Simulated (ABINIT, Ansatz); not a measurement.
# A GW run on SnSe2 (P-3m1) in ABINIT, with inputs changed

What do changed inputs do to GW on SnSe2 (P-3m1)?

Method: PBE and many-body steps on it, plane waves, in ABINIT 10.8.3.

This is a report of a sequence of runs, with most program output left out.

## 1. Starting point

The structure is trigonal, space group P-3m1 (No. 164). Conventional cell: a = 3.811 Å, b = 3.811 Å, c = 6.136 Å, α = 90.00°, β = 90.00°, γ = 120.00°. Nearest to Sn lie 6 Se at 2.68 Å. Nearest to Se lie 3 Sn at 2.68 Å. Farther neighbours and most contacts between anions are not listed.

The cell and positions come from the Crystallography Open Database and are kept as given unless a step says otherwise.

## 2. Screening, 3×3×2 mesh, 237 bands, screening to 176.9 eV

This step: ABINIT 10.8.3; RPA screening on PBE, plane waves, norm-conserving pseudopotentials.

The RPA dielectric matrix is built and inverted for each q.

Contents of run.abi:

```
acell 3*1.0 Angstrom
rprim 
  3.810999999987 0.000000000003 0.000000000000
  -1.905499999996 3.300422813810 0.000000000000
  0.000000000000 0.000000000000 6.136000000000
ntypat 2
znucl 50 34
natom 3
typat 1 2 2
xred 
  0.000000000000 0.000000000000 0.000000000000
  0.333333333333 0.666666666667 0.249000000000
  0.666666666667 0.333333333333 0.751000000000
pp_dirpath "pseudos"
pseudos "Sn.upf, Se.upf"
ecut 48
ngkpt 3 3 2
nshiftk 1
shiftk 0 0 0
kptopt 1
chksymbreak 0
istwfk *1
occopt 1
irdwfk 1
optdriver 3
nband 237
ecuteps 6.5
inclvkb 2
awtr 1
symchi 1
indata_prefix "in"
outdata_prefix "out"
tmpdata_prefix "tmp"
```

Command:

```bash
$ OMP_NUM_THREADS=1 mpirun -n 4 abinit run.abi > log
```

The job ended after 2.3 min (4 MPI ranks of Arm Neoverse V1, shared host; peak memory 1.8 GiB; 9.3 min of CPU time).

Numbers from this step:

```yaml
eps_infinity_with_local_fields_on_this_mesh_along_the_program_s_q_direction: 19.57
the_same_without_local_fields: 22.29
plasma_frequency: 35.36 eV
plane_waves_in_the_screening_matrix: 391
```

Local fields lower ε∞ by 12 %. On a Γ-centred mesh this coarse the value itself is usually too large, while a short band sum pulls it down.

## 3. Base

The self-energy is evaluated for the states that the input lists, and the levels follow from it, in one-shot runs by the linearised quasiparticle equation.

This step: G0W0 on PBE, plane waves, norm-conserving pseudopotentials.

Edit run.abi of step 2 so:

```diff
@@ -24,8 +24,15 @@
 irdwfk 1
-optdriver 3
+optdriver 4
 nband 237
+gwcalctyp 0
+ecutsigx 48
+symsigma 1
+nkptgw 1
+kptgw 
+  0.0000000000 0.0000000000 0.0000000000
+bdgw 
+  33 37
 ecuteps 6.5
-inclvkb 2
-awtr 1
-symchi 1
+irdscr 1
+ppmodel 1
 indata_prefix "in"
```

Wall time 18 s (4 MPI ranks); peak memory 1.4 GiB; 71 s of CPU time.

This step gave:

| Property | Result |
| --- | --- |
| G0W0 gap on the points computed | 1.700 eV |
| starting gap on the mesh | 1.100 eV |
| k of the valence top | 0, 0, 0 |
| k of the conduction bottom | 0, 0, 0 |
| Z at the valence top | 0.792 |
| Z at the conduction bottom | 0.809 |
| least direct G0W0 gap on the computed points | 1.700 eV |

The gap on the mesh goes from 1.10 eV to 1.70 eV, a correction of +0.60 eV.

## 4. Scissors in G

Edit run.abi of step 3 so:

```diff
@@ -37,2 +37,3 @@
 ppmodel 1
+mbpt_sciss 1.0 eV
 indata_prefix "in"
```

Run time: 18 s. Hardware: 4 MPI ranks; peak memory 1.4 GiB; 70 s of CPU time.

This step gave:

* G0W0 gap on the points computed: 1.794 eV
* starting gap on the mesh: 1.100 eV
* k of the valence top: 0, 0, 0
* k of the conduction bottom: 0, 0, 0
* Z at the valence top: 0.794
* Z at the conduction bottom: 0.811
* least direct G0W0 gap on the computed points: 1.794 eV

## 5. A keyword of another program

Edit run.abi of step 4 so:

```diff
@@ -37,3 +37,3 @@
 ppmodel 1
-mbpt_sciss 1.0 eV
+ecut_chi 100
 indata_prefix "in"
```

The job ended after 0.7 s (4 MPI ranks; peak memory 0.05 GiB).

The run stopped with an error after 0.7 s.

The program's words: Found token: `ECUT_CHI` in the input file. This name is not one of the registered input variable names (see Action: check your input file. Perhaps you mistyped the input variable, or specified "img", although this was not permitted for this input variable.

The fault put into this input: a keyword of another program.

## 6. The runs together

Times are wall times on 4 MPI ranks of Arm Neoverse V1, shared host, good to a factor of about two. A run's time includes the screening step that it read.

```csv
run,mesh,bands,screening cutoff (eV),DFT gap (eV),gap on the mesh (eV),direct (eV),ε∞ used,time
base,3×3×2,237,176.9,1.100,1.700,1.700,19.57,2.6 min
scissors in G,3×3×2,237,176.9,1.100,1.794,1.794,19.57,2.6 min
```

## 7. Results

- base: 1.700 eV
- scissors in G: 1.794 eV
- known limits: not at the basis limit; no spin-orbit coupling; coarse k mesh

What this shows: Scissors in G: +0.094 eV against base (keys changed: mbpt_sciss). Bands and cutoff are finite, so the gap is not at the basis limit. The miss can reach some tenths of an eV and take either sign; the mesh is an error of its own. In the G0W0 runs levels were corrected at 1 k point alone, so a gap called «on the mesh» is the least over those, and an edge elsewhere would be missed. A denser mesh or path gives a starting gap of 0.75 eV: the GW mesh misses a band edge, so its gaps are not the fundamental one. The 3×3×2 mesh is coarse for this cell, which bears on the long-range parts of exchange and screening. The many-body steps are scalar-relativistic: spin-orbit coupling is not in them.

[Paths, hosts, dates, memory and timing lines, banners, echoed tables and standing remarks are left out of the program output.]

[Logs are printed without paths, hosts, clocks, repeated set-up lines and the standing remarks that a program may print on its own settings, such as how far it seeks lower states.]

[Runs of the session that timed out or met a known fault of the program may be left out.]

[Hosts, paths, dates, database ids (printed as entryN), source tags and the programs' standing remarks are cut or masked in the printed files.]

[G0W0 gaps are taken among the corrected bands and points alone; a level outside them can change the order at an edge.]

[Where Ansatz stands beside ABINIT at settings called matched, ABINIT's density can come from a denser mesh and the files from another edition; pairs whose starting gaps differed by over 0.03 eV were left out, so agreement reads better than it is.]
